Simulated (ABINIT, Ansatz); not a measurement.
Planning a run of ABINIT 10.8.3 on K2TaNbO6 (P4/mmm). The input:

```
acell 3*1.0 Angstrom
rprim 
  4.051501000000 0.000000000000 0.000000000000
  0.000000000000 4.051501000000 0.000000000000
  0.000000000000 0.000000000000 8.099891000000
ntypat 4
znucl 19 73 41 8
natom 10
typat 1 1 2 3 4 4 4 4 4 4
xred 
  0.500000000000 0.500000000000 0.251188000000
  0.500000000000 0.500000000000 0.748812000000
  0.000000000000 0.000000000000 0.000000000000
  0.000000000000 0.000000000000 0.500000000000
  0.000000000000 0.000000000000 0.247978000000
  0.000000000000 0.000000000000 0.752022000000
  0.000000000000 0.500000000000 0.000000000000
  0.500000000000 0.000000000000 0.000000000000
  0.000000000000 0.500000000000 0.500000000000
  0.500000000000 0.000000000000 0.500000000000
pp_dirpath "pseudos"
pseudos "K.upf, Ta.upf, Nb.upf, O.upf"
ecut 37
ngkpt 2 2 1
nshiftk 1
shiftk 0 0 0
kptopt 1
chksymbreak 0
istwfk *1
occopt 1
irdwfk 1
optdriver 3
nband 67
ecuteps 2.3
inclvkb 2
awtr 1
symchi 1
indata_prefix "in"
outdata_prefix "out"
tmpdata_prefix "tmp"
```

```sh
OMP_NUM_THREADS=1 mpirun -n 4 abinit run.abi > log
```

How long will it take on 4 MPI ranks of Arm Neoverse N1, shared host, and how much memory?

It took 30 s; on shared hardware allow 15 s to 59 s. Peak host memory was 1.5 GiB.

[Paths, hosts, dates, memory and timing lines, banners, echoed tables and standing remarks are left out of the program output.]

[Logs are printed without paths, hosts, clocks, repeated set-up lines and the standing remarks that a program may print on its own settings, such as how far it seeks lower states.]

[Runs of the session that timed out or met a known fault of the program may be left out.]

[Hosts, paths, dates, database ids (printed as entryN), source tags and the programs' standing remarks are cut or masked in the printed files.]

[G0W0 gaps are taken among the corrected bands and points alone; a level outside them can change the order at an edge.]

[Where Ansatz stands beside ABINIT at settings called matched, ABINIT's density can come from a denser mesh and the files from another edition; pairs whose starting gaps differed by over 0.03 eV were left out, so agreement reads better than it is.]
